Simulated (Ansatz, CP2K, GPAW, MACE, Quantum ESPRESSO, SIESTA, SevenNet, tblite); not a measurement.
# How far do other methods lie from plane waves? Random rock-salt alloy of NbC and TiC (64 atoms)

Aim: forces, pressure of random rock-salt alloy of NbC and TiC (64 atoms) at one geometry, from other programs and methods, against plane-wave PBE.

Results are calculated, not measured.

## 1. The structure

The cell holds 64 atoms (20 Ti, 32 C and 12 Nb), with edges of 8.76, 8.76 and 8.76 Å. Recipe: rock-salt NbC, 2 x 2 x 2 conventional cells, 20 of 32 Nb sites given to Ti at random (x = 0.625), lattice by Vegard's rule (a = 4.381 Å); not relaxed, displaced by a Gaussian of 0.02 Å. Then every atom was moved at random, 0.02 Å r.m.s. a Cartesian component. The density is 6.06 g/cm³.

## 2. The reference input

Quantum ESPRESSO 7.5: Kohn-Sham DFT, PBE, SSSP efficiency 1.3.0 pseudopotentials, plane waves. Its input, pw.in:

```
&control
  calculation = 'scf'
  pseudo_dir = './pseudo'
  outdir = './tmp'
  disk_io = 'none'
  tprnfor = .true.
  tstress = .true.
/
&system
  ibrav = 0
  nat = 64
  ntyp = 3
  ecutwfc = 45
  ecutrho = 360
  nosym = .true.
  occupations = 'smearing'
  smearing = 'fd'
  degauss = 0.003675
/
&electrons
  conv_thr = 3.2e-07
  electron_maxstep = 100
  mixing_beta = 0.2
  mixing_mode = 'local-TF'
  diagonalization = 'david'
/
ATOMIC_SPECIES
Ti 47.867 Ti.upf
C 12.011 C.upf
Nb 92.906 Nb.upf
CELL_PARAMETERS angstrom
8.76240 0.00000 0.00000
0.00000 8.76240 0.00000
0.00000 0.00000 8.76240
ATOMIC_POSITIONS crystal
Ti 0.00160 0.00252 0.00218
C 0.25329 0.00012 0.00156
Nb 0.99677 0.24866 0.25305
C 0.25189 0.25325 0.24903
[... 58 atom lines left out ...]
Ti 0.74638 0.75558 0.50132
C 0.49891 0.74977 0.50364
K_POINTS gamma
```

```console
$ OMP_NUM_THREADS=1 mpirun -np 2 pw.x -in pw.in > output.txt
```

It took 3.8 min on 2 MPI ranks of Arm Neoverse V1, shared host; peak memory 1.4 GiB; 7.6 min of CPU time.

It converged with an r.m.s. force component of 0.52 eV/Å and a pressure of 2.9 GPa.

## 3. The other programs

- CP2K 2026.2: Gaussian basis with GTH pseudopotentials and a plane-wave density; labels give functional, basis (MOLOPT sets; SR short-range, UZH the newer set with its own potentials), grid cutoff/relative cutoff and solver (OT: orbital transformation; TRS4, TC2, SIGN: linear-scaling purification with its sparsity filter), or its built-in tight binding.
- MACE: machine-learned potential, published weights.
- Quantum ESPRESSO 7.5: plane waves; labels (QE) give functional, pseudopotential set and cutoffs of waves/density.
- SIESTA 5.4.2: numerical atomic orbitals, whose automatically made sets are far from complete, with PseudoDojo norm-conserving potentials that we converted to its format (checked against plane waves on the same files for H, C, O, Si, Ge and Ca alone); labels give functional, basis size, energy shift and mesh cutoff.
- SevenNet: machine-learned potential, published weights.
- tblite 0.8.0: extended tight binding, driven from Python.

All use the same cell and atoms, and the electronic-structure runs the same k-mesh.

## 4. Side by side

Differences are against the reference: forces as r.m.s. over components, share as that over the reference's r.m.s. force, slope as the fitted ratio of a run's forces to the reference's.

| run | Δ force, r.m.s. (meV/Å) | share (%) | slope | Δ pressure (GPa) | cores | CPU time | memory (GiB) |
| --- | --- | --- | --- | --- | --- | --- | --- |
| reference | - | - | - | - | 2 | 7.6 min | 1.4 |
| CP2K PBE, DZVP-MOLOPT-SR, 800/50 Ry, diagonalisation | 13.3 | 2.56 | 1.003 | -1.10 | 4 | 15 min | 6.0 |
| CP2K PBE, SZV-MOLOPT-SR, 800/50 Ry, diagonalisation (coarse) | 170 | 32.6 | 0.980 | -17.5 | 2 | 5.4 min | 2.9 |
| MACE MP-0b2 small potential | 187 | 36.0 | 0.792 | 3.68 | 1 | 7.1 s | 0.66 |
| MACE MPA-0 medium potential | 207 | 39.8 | 0.828 | 1.84 | 1 | 8.5 s | 1 |
| QE PBE, gbrv-1.5, 40/200 Ry | 12.4 | 2.40 | 0.992 | -0.338 | 2 | 6.2 min | 0.73 |
| SIESTA PBE, DZP, shift 0.01 Ry, mesh 500 Ry | 102 | 19.7 | 1.035 | 0.751 | 2 | 13 min | 2.0 |
| SIESTA PBE, SZ, shift 0.01 Ry, mesh 500 Ry (coarse) | 313 | 60.2 | 1.175 | -11.1 | 1 | 3.3 min | 0.9 |
| SIESTA PBE, SZP, shift 0.01 Ry, mesh 500 Ry (coarse) | 141 | 27.1 | 1.071 | 0.486 | 2 | 9.3 min | 1.8 |
| SevenNet 0 potential | 193 | 37.1 | 0.713 | 2.36 | 1 | 8.3 s | 0.98 |
| tblite GFN1-xTB | 390 | 75.1 | 0.547 | -19.3 | 1 | 6 s | 0.12 |

Rows marked coarse were listed beforehand as settings not expected to be converged; some can still land near the reference.

Times of the machine-learned potentials are mostly Python's start and the loading of weights.

Runs without a result: CP2K GFN1-xTB, diagonalisation (not converged); GPAW PBE, LCAO dzp, h 0.2 Å (cut off at its time limit); GPAW PBE, LCAO dzp, h 0.28 Å (cut off at its time limit); GPAW PBE, LCAO dzp, h 0.2 Å, other mixer settings (cut off at its time limit); GPAW PBE, LCAO szp(dzp), h 0.2 Å (cut off at its time limit).

At other geometries of this session 5 more runs gave no result.

CPU time is summed over cores on shared hosts, so it is rough.

## 5. Findings

Forces lie from 2.4 % (QE PBE, gbrv-1.5, 40/200 Ry) to 75 % (tblite GFN1-xTB) of the reference's r.m.s. force of 0.52 eV/Å away from it. Other PBE runs on plane waves or a grid: QE PBE, gbrv-1.5, 40/200 Ry 2.4 % of the r.m.s. force; the reference has errors of its own, so differences under a few per cent don't tell which side is nearer the exact PBE result. The PBE runs in local orbitals, coarse settings apart, differ by 2.6 % (CP2K PBE, DZVP-MOLOPT-SR, 800/50 Ry, diagonalisation) to 20 % (SIESTA PBE, DZP, shift 0.01 Ry, mesh 500 Ry); basis, grid and potentials can all enter. Tight binding differs by 75 % (tblite GFN1-xTB); it is another model, with fitted parameters of its own, and the xTB methods hold dispersion.

Machine-learned potentials differ by 36 % (MACE MP-0b2 small potential) to 40 % (MACE MPA-0 medium potential); they were trained on other programs' data. The reference samples few k-points for this cell, and its sampling error, which other DFT runs on the same mesh share, can be part of so large a difference. Among those trained on PBE data the slope goes as low as 0.71, which softening far from their training structures can give, though the reference's k-sampling is untested too. Runs with settings chosen to be coarse differ by 27 % (SIESTA PBE, SZP, shift 0.01 Ry, mesh 500 Ry) to 60 % (SIESTA PBE, SZ, shift 0.01 Ry, mesh 500 Ry), their programs' other errors included. Pressures at PBE, coarse settings apart, lie -1.10 to +0.75 GPa from the reference's.

**Limits.** Periodic xTB results under one method name differ between programs and library versions. The reference's pressure holds the uncorrected Pulay stress of its 45 Ry basis, so small pressure differences may be the reference's own error. Machine-learned potentials mimic data converged in k, so the reference's own k-point error enters their differences. The host structure and its lattice constant were typed by rule, without a check against the phase diagram. The electronic-structure runs sample only Γ, in a cell whose shortest periodic width is 9 Å. The reference's pressure of 2.9 GPa reflects the volume that the recipe set, positions that aren't this level's minimum and the coarse k-sampling. Spin–orbit coupling is left out. The reference has no spin polarisation, so local moments can't form. Where levels are smeared, the DFT runs use Fermi–Dirac occupations at 580 K (0.05 eV), and energies are free energies. The atoms were displaced at random, and shares hang on the size of the forces that this gives. The reference's cutoffs and mesh weren't converged further here.

[Logs are printed without paths, hosts, clocks, repeated set-up lines and the standing remarks that a program may print on its own settings, such as how far it seeks lower states.]

[Hosts, paths, dates, database ids (printed as entryN), source tags and the programs' standing remarks are cut or masked in the printed files.]

[Cells were taken only where this reference lay near another plane-wave run.]
